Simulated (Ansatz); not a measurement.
## AlN (P6_3mc): zone-centre modes against carrier density

Aim: how far do free carriers move the optical modes of AlN (P6_3mc)?

Program: Ansatz 0.2.0. Level of theory: DFT LDA, scalar-relativistic, plane waves, PAW; PAW set soft_1. Results are calculated unless marked as measured.

Most raw output is cut from this account.

The database entry behind the starting cell differs from later determinations by our own check (inner coordinate u about 0.002 short), so it need not match the best structure at ambient conditions.

### 1. The structure

It takes space group P6_3mc (No. 186, hexagonal). The conventional cell has a = 3.113 Å, b = 3.113 Å, c = 4.981 Å, α = 90.00°, β = 90.00°, γ = 120.00°. N has 4 Al at 1.89 Å nearest. Nearest to Al lie 4 N at 1.89 Å. Farther neighbours and most contacts between anions are not listed.

### 2. Bringing the structure to rest

The cell and atoms are relaxed, since residual forces and stress would shift the frequencies.

input.yaml

```yaml
crystal:
  lattice:
    - [3.113, 0.0, 0.0]
    - [-1.5565, 2.695937082, 0.0]
    - [0.0, 0.0, 4.981]
  atoms:
    - { symbol: "N", position: [0.33333333, 0.66666667, 0.38] }
    - { symbol: "N", position: [0.66666667, 0.33333333, 0.88] }
    - { symbol: Al, position: [0.33333333, 0.66666667, 0.0] }
    - { symbol: Al, position: [0.66666667, 0.33333333, 0.5] }
kpoints:
  mp_grid: { grid: [9, 9, 6] }
hamiltonian:
  xc: lda
  pseudopotentials: { kind: paw, azcp: { folder: soft_1 }, xc_functional: pbe }
scf:
  occupations: { method: gaussian, width: 0.02 }
output:
  forces: true
  stress: true
  eigenvalues: true
  write_density: true
  write_potential: true
  elf: true
  volumetric_format: npy
relax:
  adjacent_minimum: "off"
  f_tol: 0.005
  max_steps: 80
  cell: { stress_tol: 0.05 }
```

Run with:

```console
> ansatz run input.yaml --threads 4 --pin off --max-ram 16384MiB --backend cpu --events-out ev --progress --plain --runs-dir out
```

Run time: 6.5 s. Hardware: 4 threads of Arm Neoverse V1, shared host; peak memory 0.34 GiB; 23 s of CPU time.

The steps of the relaxation:

```
step  energy less that of the first step (eV)  largest force component (eV/Å)  pressure (GPa)  volume (Å³)
   1                                   0.0000                          0.1169           -4.67        41.80
   2                                  -0.0123                          0.0912           -2.34        41.32
   3                                  -0.0174                          0.0303            0.14        40.83
   4                                  -0.0175                          0.0018            0.02        40.85
   5                                  -0.0175                          0.0004            0.00        40.86
  6*                                  -0.0156                          0.0004           -0.10        40.86
   7                                  -0.0156                          0.0000            0.00        40.84
  8*                                  -0.0156                          0.0000            0.00        40.84
```

Relaxation steps marked * repeat the geometry before them on a plane-wave basis chosen anew for their cell, so energy and pressure can jump there.

Forces are held to the 12 operations that the run works with; a distortion that breaks them can't arise in this run.

```
conventional cell, symmetrised  before  after  change
                         a (Å)   3.113  3.089  -0.8 %
                         b (Å)   3.113  3.089  -0.8 %
                         c (Å)   4.981  4.943  -0.8 %
              volume (Å³/atom)   10.45  10.21  -2.3 %
```

Final coordinates:

```xyz
4
Lattice="3.0886 0.0000 0.0000 -1.5443 2.6748 0.0000 0.0000 0.0000 4.9432" Properties=species:S:1:pos:R:3 pbc="T T T"
N     0.0000    1.7832    1.8833
N     1.5443    0.8916    4.3549
Al    0.0000    1.7832   -0.0049
Al    1.5443    0.8916    2.4667
```

Numbers from this step:

```
pressure          : -0.002424 GPa
gap on the k-mesh : 4.416 eV
volume per atom   : 10.21 Å³
```

ELF in the ac plane at fractional y = 0.333, with atoms of N and Al within 0.2 Å of it. It is the smooth field of the valence electrons, not physical close to the nuclei.

Ten even steps from '0' (0.00) to '9' (0.87):
```
8521479998768999
8522479996325899
8522479985103799
7421368986325898
6311257898778998
5211146899999987
3100125789999986
2100113579999864
1111112346777532
2222221111111111
4455443100000002
6777765200110014
7888887410120026
8888887520000047
8888887630000157
7888877531000257
7777776531111246
5667665321101234
4566543211000113
2344432110000011
1223221111111111
1111111223333322
2111123566676654
5211246788888887
7411368999889998
```
Columns run along a (3.1 Å), rows up along c (4.9 Å). Atoms in or near the plane, at fractional coordinates: N at (0.67, 0.88), Al at (0.67, 0.50).

Electrostatic potential energy in the ac plane at fractional y = 0.333, with atoms of N and Al within 0.2 Å of it. With pseudopotentials it is smooth inside the atoms' cores, unlike the true potential.

Ten even steps from '_' (-33 eV) to '@' (11 eV):
```
%%########%%%%%%++::____..==##%%
%%%%######%%%%##--________..**%%
@@%%%%%%%%%%@@**::________..++%%
@@@@@@@@@@@@@@##--________::**@@
@@@@@@@@@@@@@@%%++::____..==%%@@
@@@@@@@@@@@@@@@@%%**====++##@@@@
@@@@@@@@@@@@@@@@@@%%####%%%%@@@@
@@@@@@@@@@@@@@%%%%##****####%%@@
@@@@@@@@@@@@%%##**++++++++**##%%
%%@@@@@@@@@@%%**++**####**++++##
%%@@@@@@@@%%##++**%%@@@@%%**++**
%%@@@@@@@@%%**++**@@@@@@@@##++**
%%@@@@@@@@%%**++##@@@@@@@@##++**
%%@@@@@@@@%%##++**%%@@@@@@**++**
%%@@@@@@@@@@%%**++**####**++**##
@@@@@@@@@@@@%%##**++++++++**##%%
@@@@@@@@@@@@@@%%%%##******##%%@@
@@@@@@@@@@@@@@@@@@%%%%%%%%%%@@@@
@@@@@@@@@@@@@@@@@@@@@@@@@@@@@@@@
@@@@@@@@@@@@@@@@@@@@@@@@@@@@@@@@
@@@@@@@@@@@@@@@@@@@@@@@@@@@@@@@@
@@%%%%%%%%%%@@@@@@@@@@@@@@@@@@@@
%%%%######%%%%@@@@@@@@@@@@@@@@@@
%%##****####%%@@@@@@%%%%@@@@@@%%
%%##****####%%%%%%**====++##%%%%
```
Columns run along a (3.1 Å; values clipped at the 3rd and 97th percentile), rows up along c (4.9 Å). Atoms in or near the plane, at fractional coordinates: N at (0.67, 0.88), Al at (0.67, 0.50).

Valence density in the ac plane at fractional y = 0.333, with atoms of N and Al within 0.2 Å of it. It is the smooth field of the valence electrons, not physical close to the nuclei.

Values in e/Å³, 22 rows by 16 columns, each cell a mean:
```
0.4 0.3 0.2 0.2 0.2 0.3 0.5 0.9 1.5 2.4 2.9 3.0 2.6 1.8 1.1 0.6
0.4 0.3 0.2 0.2 0.2 0.4 0.6 1.1 2.1 3.2 3.5 3.5 3.4 2.5 1.4 0.8
0.4 0.3 0.2 0.2 0.2 0.3 0.6 1.1 2.1 3.2 3.5 3.5 3.4 2.5 1.4 0.7
0.3 0.2 0.1 0.1 0.2 0.3 0.5 0.9 1.6 2.6 3.2 3.3 2.9 2.0 1.1 0.6
0.3 0.2 0.1 0.1 0.1 0.2 0.4 0.6 1.1 1.7 2.2 2.2 1.9 1.2 0.7 0.4
0.2 0.1 0.1 0.1 0.1 0.2 0.3 0.4 0.6 0.9 1.2 1.2 1.0 0.7 0.5 0.3
0.1 0.1 0.1 0.1 0.1 0.1 0.2 0.3 0.4 0.5 0.6 0.6 0.6 0.4 0.3 0.2
0.1 0.1 0.1 0.1 0.1 0.1 0.2 0.2 0.3 0.3 0.3 0.3 0.3 0.3 0.2 0.2
0.2 0.2 0.1 0.1 0.2 0.2 0.2 0.2 0.2 0.1 0.1 0.1 0.1 0.2 0.2 0.2
0.2 0.2 0.2 0.2 0.2 0.2 0.2 0.2 0.1 0.1 0.1 0.1 0.1 0.1 0.2 0.2
0.3 0.3 0.3 0.3 0.3 0.3 0.3 0.2 0.1 0.1 0.1 0.1 0.1 0.1 0.2 0.3
0.4 0.4 0.5 0.5 0.5 0.4 0.4 0.3 0.2 0.1 0.1 0.1 0.1 0.1 0.2 0.3
0.4 0.5 0.5 0.6 0.5 0.5 0.4 0.3 0.2 0.1 0.1 0.1 0.1 0.2 0.3 0.4
0.4 0.5 0.5 0.6 0.5 0.5 0.4 0.3 0.2 0.2 0.1 0.1 0.1 0.2 0.3 0.3
0.3 0.4 0.5 0.5 0.4 0.4 0.3 0.2 0.2 0.2 0.1 0.1 0.1 0.2 0.2 0.3
0.2 0.3 0.3 0.3 0.3 0.3 0.2 0.2 0.1 0.1 0.1 0.1 0.1 0.1 0.2 0.2
0.2 0.2 0.2 0.2 0.2 0.2 0.2 0.1 0.1 0.1 0.1 0.1 0.1 0.1 0.1 0.2
0.1 0.2 0.2 0.2 0.2 0.2 0.1 0.1 0.1 0.1 0.1 0.1 0.1 0.1 0.1 0.1
0.1 0.1 0.1 0.1 0.1 0.1 0.1 0.1 0.1 0.2 0.2 0.2 0.2 0.2 0.1 0.1
0.2 0.1 0.1 0.1 0.1 0.2 0.2 0.2 0.2 0.3 0.3 0.3 0.3 0.3 0.2 0.2
0.2 0.2 0.1 0.1 0.2 0.2 0.3 0.3 0.5 0.6 0.7 0.7 0.6 0.5 0.4 0.3
0.3 0.2 0.2 0.1 0.2 0.3 0.4 0.6 0.8 1.2 1.5 1.5 1.3 0.9 0.7 0.4
```
Columns run along a (3.1 Å), rows up along c (4.9 Å). Atoms in or near the plane, at fractional coordinates: N at (0.67, 0.88), Al at (0.67, 0.50).

In this step the volume went from 10.45 to 10.21 Å³/atom.

### 3. Tight relaxation

Phonons need small forces and stress, so the relaxation is finished with tight tolerances on 9×9×6 k points.

input.yaml

```yaml
crystal:
  lattice:
    - [3.0886224684, 0.0, 0.0]
    - [-1.5443112342, 2.6748255203, 0.0]
    - [0.0, 0.0, 4.9431753055]
  atoms:
    - { symbol: "N", position: [0.3333333333, 0.6666666667, 0.3809902451] }
    - { symbol: "N", position: [0.6666666667, 0.3333333333, 0.8809902451] }
    - { symbol: Al, position: [0.3333333333, 0.6666666667, -0.0009902451] }
    - { symbol: Al, position: [0.6666666667, 0.3333333333, 0.4990097549] }
kpoints:
  mp_grid: { grid: [9, 9, 6] }
hamiltonian:
  xc: lda
  pseudopotentials: { kind: paw, azcp: { folder: soft_1 }, xc_functional: pbe }
scf:
  occupations: { method: fixed }
output:
  forces: true
  stress: true
  eigenvalues: true
relax:
  adjacent_minimum: "off"
  f_tol: 0.001
  max_steps: 60
  cell: { stress_tol: 0.01 }
```

Elapsed: 1.8 s, on 4 threads; peak memory 0.32 GiB.

Little changed from the start: no atom moved by 0.005 Å and no cell edge by 0.1 %.

The largest force component left is 0.030 meV/Å and the pressure is -0.002 GPa, within the tolerances set. The cell now holds 10.21 Å³/atom.

### 4. A member of the series: no carriers

The cell of the neutral crystal is kept with no carriers. The bands are sampled on 26×26×15 points with Fermi-Dirac filling of 0.03 eV.

Changes to input.yaml since step 3:

```diff
@@ -11,3 +11,3 @@
 kpoints:
-  mp_grid: { grid: [9, 9, 6] }
+  mp_grid: { grid: [26, 26, 15] }
 hamiltonian:
@@ -16,3 +16,3 @@
 scf:
-  occupations: { method: fixed }
+  occupations: { method: fermi_dirac, width: 0.03 }
 output:
@@ -25,2 +25 @@
   max_steps: 60
-  cell: { stress_tol: 0.01 }
```

Run time: 15 s. Hardware: 4 threads; peak memory 0.64 GiB.

No atom moved by 0.005 Å in the relaxation.

The largest force component left is 0.075 meV/Å.

### 5. Modes of this member: no carriers

The force constants come from the linear response of the density to a displacement.

The zone-centre modes follow for no carriers.

Changes to input.yaml since step 4:

```diff
@@ -18,8 +18,4 @@
 output:
-  forces: true
-  stress: true
   eigenvalues: true
-relax:
-  adjacent_minimum: "off"
-  f_tol: 0.001
-  max_steps: 60
+phonons:
+  method: dfpt
```

It took 2.3 min on 4 threads; peak memory 3.9 GiB; 8.9 min of CPU time.

This step gave:

| Property | Result |
| --- | --- |
| sum-rule residual before enforcement | 5.95e-6 eV/Å² |
| point group | 6mm |
| highest optical mode at the zone centre (no LO-TO term) | 729.8 cm⁻¹ |
| lowest optical zone-centre mode | 239.5 cm⁻¹ |

Without the LO-TO term. Patterns of degenerate modes are one choice out of their space. The modes at Γ (shares of kinetic energy by element, %):

```
mode  frequency (cm⁻¹)  symmetry  N %  Al %
   1               0.0  acoustic   34    66
   2               0.0  acoustic   34    66
   3               0.0  acoustic   34    66
   4             239.5        E2   29    71
   5             239.5        E2   29    71
   6             553.6        B1    0   100
   7             620.9        A1   66    34
   8             667.5        E2   71    29
   9             667.5        E2   71    29
  10             678.9        E1   66    34
  11             678.9        E1   66    34
  12             729.8        B1  100     0
```

Displacements in mode 5 (239.5 cm⁻¹), the largest set to 1:
```
N1   0.00  0.89  0.00
N2   0.00 -0.89  0.00
Al3  0.00 -1.00  0.00
Al4  0.00  1.00  0.00
```

Displacements in mode 12 (729.8 cm⁻¹), the largest set to 1:
```
N1   0.00  0.00  1.00
N2   0.00  0.00 -1.00
Al3  0.00  0.00  0.00
Al4  0.00  0.00  0.00
```

Without the LO-TO term the lowest optical mode is real, 240 cm⁻¹, and the highest lies at 729.8 cm⁻¹.

### 6. A member of the series: 15 × 10²⁰ holes per cm³

The cell of the neutral crystal is kept with 15 × 10²⁰ holes per cm³, balanced by a uniform background. The bands are sampled on 26×26×15 points with Fermi-Dirac filling of 0.03 eV.

Changes to input.yaml since step 5:

```diff
@@ -10,2 +10,3 @@
     - { symbol: Al, position: [0.6666666667, 0.3333333333, 0.4990097549] }
+total_charge: 0.061257
 kpoints:
@@ -18,4 +19,8 @@
 output:
+  forces: true
+  stress: true
   eigenvalues: true
-phonons:
-  method: dfpt
+relax:
+  adjacent_minimum: "off"
+  f_tol: 0.001
+  max_steps: 60
```

Run time: 28 s. Hardware: 4 threads; peak memory 0.65 GiB.

No atom moved by 0.005 Å in the relaxation.

The largest force component left is 0.64 meV/Å.

### 7. Modes of this member: 15 × 10²⁰ holes per cm³

The zone-centre modes follow for 15 × 10²⁰ holes per cm³.

input.yaml, the sections that differ from step 6:

```yaml
crystal:
  lattice:
    - [3.0886224684, 0.0, 0.0]
    - [-1.5443112342, 2.6748255203, 0.0]
    - [0.0, 0.0, 4.9431753055]
  atoms:
    - { symbol: "N", position: [0.3333333333, 0.6666666667, 0.3815204698] }
    - { symbol: "N", position: [0.6666666667, 0.3333333333, 0.8815204698] }
    - { symbol: Al, position: [0.3333333333, 0.6666666667, -0.0015204698] }
    - { symbol: Al, position: [0.6666666667, 0.3333333333, 0.4984795302] }
output:
  eigenvalues: true
phonons:
  method: dfpt
# total_charge, kpoints, hamiltonian, scf: as in step 6
# relax: removed
```

The job ended after 2.4 min (4 threads; peak memory 3.9 GiB; 9 min of CPU time).

This step gave:

| Item | Value |
| --- | --- |
| sum-rule residual before enforcement | 1.40e-5 eV/Å² |
| highest optical mode at the zone centre (no LO-TO term) | 722.2 cm⁻¹ |
| lowest optical zone-centre mode | 232.3 cm⁻¹ |

Without the LO-TO term. Patterns of degenerate modes are one choice out of their space. Modes at Γ, with each element's share of the kinetic energy:

```
mode  frequency (cm⁻¹)  symmetry  N %  Al %
   1               0.0  acoustic   34    66
   2               0.0  acoustic   34    66
   3               0.0  acoustic   34    66
   4             232.3        E2   29    71
   5             232.3        E2   29    71
   6             541.8        B1    0   100
   7             585.7        A1   66    34
   8             667.4        E2   71    29
   9             667.4        E2   71    29
  10             673.1        E1   66    34
  11             673.1        E1   66    34
  12             722.2        B1  100     0
```

Without the LO-TO term the lowest optical mode is real, 232 cm⁻¹, and the highest lies at 722.2 cm⁻¹.

### 8. A check on a coarser mesh: 2 × 10²⁰ holes per cm³

To see what the mesh is worth, the run for 2 × 10²⁰ holes per cm³ is repeated on 21×21×12 points.

input.yaml, the sections that differ from step 7:

```yaml
crystal:
  lattice:
    - [3.0886224684, 0.0, 0.0]
    - [-1.5443112342, 2.6748255203, 0.0]
    - [0.0, 0.0, 4.9431753055]
  atoms:
    - { symbol: "N", position: [0.3333333333, 0.6666666667, 0.3810822739] }
    - { symbol: "N", position: [0.6666666667, 0.3333333333, 0.8810822739] }
    - { symbol: Al, position: [0.3333333333, 0.6666666667, -0.0010822739] }
    - { symbol: Al, position: [0.6666666667, 0.3333333333, 0.4989177261] }
total_charge: 0.008168
kpoints:
  mp_grid: { grid: [21, 21, 12] }
# hamiltonian, scf, output, phonons: as in step 7
```

Elapsed: 74 s, on 4 threads; peak memory 2.2 GiB; 4.8 min of CPU time.

This step gave:

```
sum-rule residual before enforcement                    : 9.24e-6 eV/Å²
highest optical mode at the zone centre (no LO-TO term) : 728.8 cm⁻¹
lowest optical zone-centre mode                         : 238.8 cm⁻¹
```

The highest mode comes at 728.8 cm⁻¹, against 728.8 cm⁻¹ on 26×26×15 points.

### 9. A check on a coarser mesh: 10 × 10²⁰ holes per cm³

To see what the mesh is worth, the run for 10 × 10²⁰ holes per cm³ is repeated on 21×21×12 points.

input.yaml, the sections that differ from step 8:

```yaml
crystal:
  lattice:
    - [3.0886224684, 0.0, 0.0]
    - [-1.5443112342, 2.6748255203, 0.0]
    - [0.0, 0.0, 4.9431753055]
  atoms:
    - { symbol: "N", position: [0.3333333333, 0.6666666667, 0.3813987829] }
    - { symbol: "N", position: [0.6666666667, 0.3333333333, 0.8813987829] }
    - { symbol: Al, position: [0.3333333333, 0.6666666667, -0.0013987829] }
    - { symbol: Al, position: [0.6666666667, 0.3333333333, 0.4986012171] }
total_charge: 0.040838
# kpoints, hamiltonian, scf, output, phonons: as in step 8
```

Elapsed: 75 s, on 4 threads; peak memory 2.2 GiB.

Numbers from this step:

```
sum-rule residual before enforcement                    : 6.91e-6 eV/Å²
highest optical mode at the zone centre (no LO-TO term) : 724.6 cm⁻¹
lowest optical zone-centre mode                         : 235.3 cm⁻¹
```

The highest mode comes at 724.6 cm⁻¹, against 724.5 cm⁻¹ on 26×26×15 points.

### 10. All members side by side

The members are set side by side, also those not shown above.

Electrons count positive and holes negative; without the LO-TO term; modes are tracked from the neutral crystal by their patterns, and those within 0.3 cm⁻¹ of each other stand once; the cell of the neutral crystal is kept and the atoms are relaxed where symmetry leaves them free; all runs use 26×26×15 k points and Fermi-Dirac smearing of 0.03 eV. Optical modes along the series:

```
carriers (10²⁰ cm⁻³)  mode 4 E2 (cm⁻¹)  mode 6 B1 (cm⁻¹)  mode 7 A1 (cm⁻¹)  mode 8 E2 (cm⁻¹)  mode 10 E1 (cm⁻¹)  mode 12 B1 (cm⁻¹)
                 -15             232.3             541.8             585.7             667.4              673.1              722.2
                 -10             235.2             547.3             600.5             668.6              675.4              724.5
                  -6             237.2             550.4             611.8             668.6              676.8              726.6
                  -4               238             551.6             615.7             668.4              677.4              727.7
                  -2             238.8             552.6             618.6               668              678.1              728.8
                  -1             239.2             553.1             619.8             667.8              678.5              729.3
                   0             239.5             553.6             620.9             667.5              678.9              729.8
```

### 11. What came out

| Property | Result |
| --- | --- |
| members | 7 |
| mode that changes most, in cm⁻¹ | mode 7 A1 |
| its frequency without carriers | 620.93 cm⁻¹ |
| its frequency at -15 × 10²⁰ cm⁻³ | 585.72 cm⁻¹ |

In words: At 15 × 10²⁰ holes per cm³ the largest change in cm⁻¹ is that of mode 7 A1, -35.21 cm⁻¹ from 620.93 cm⁻¹. At 2 and 10 × 10²⁰ cm⁻³ the coarser mesh moves the optical modes by up to 0.45 cm⁻¹, a measure of the error left by the mesh there. The response is adiabatic: the carriers follow the ions at once. Where they cannot, as for a zone-centre mode faster than their scattering, measured shifts differ, and line shapes are not given here. The background stands for dopants without their size, scattering or local bonds, and the cell is that of the neutral crystal, although carriers also change the volume at rest, which would shift the modes as well. Spin-orbit coupling, which splits the valence bands that hold the holes, is left out. In a polar crystal the carriers also screen the field of the longitudinal modes, often the largest effect; only modes without that field are treated here. These are harmonic frequencies of a static lattice, with warm electrons: anharmonic shifts, linewidths and thermal expansion are left out. The PAW files were made for PBE; the program adapts parts of them to the functional of the run, but their partial waves stay those of PBE, an approximation that was not tested in this session. Only the zone centre was solved, so an instability at another wavevector cannot show here.

[Logs are printed without paths, hosts, clocks, repeated set-up lines and the standing remarks that a program may print on its own settings, such as how far it seeks lower states.]

[Hosts, paths, dates, database ids (printed as entryN), source tags and the programs' standing remarks are cut or masked in the printed files.]
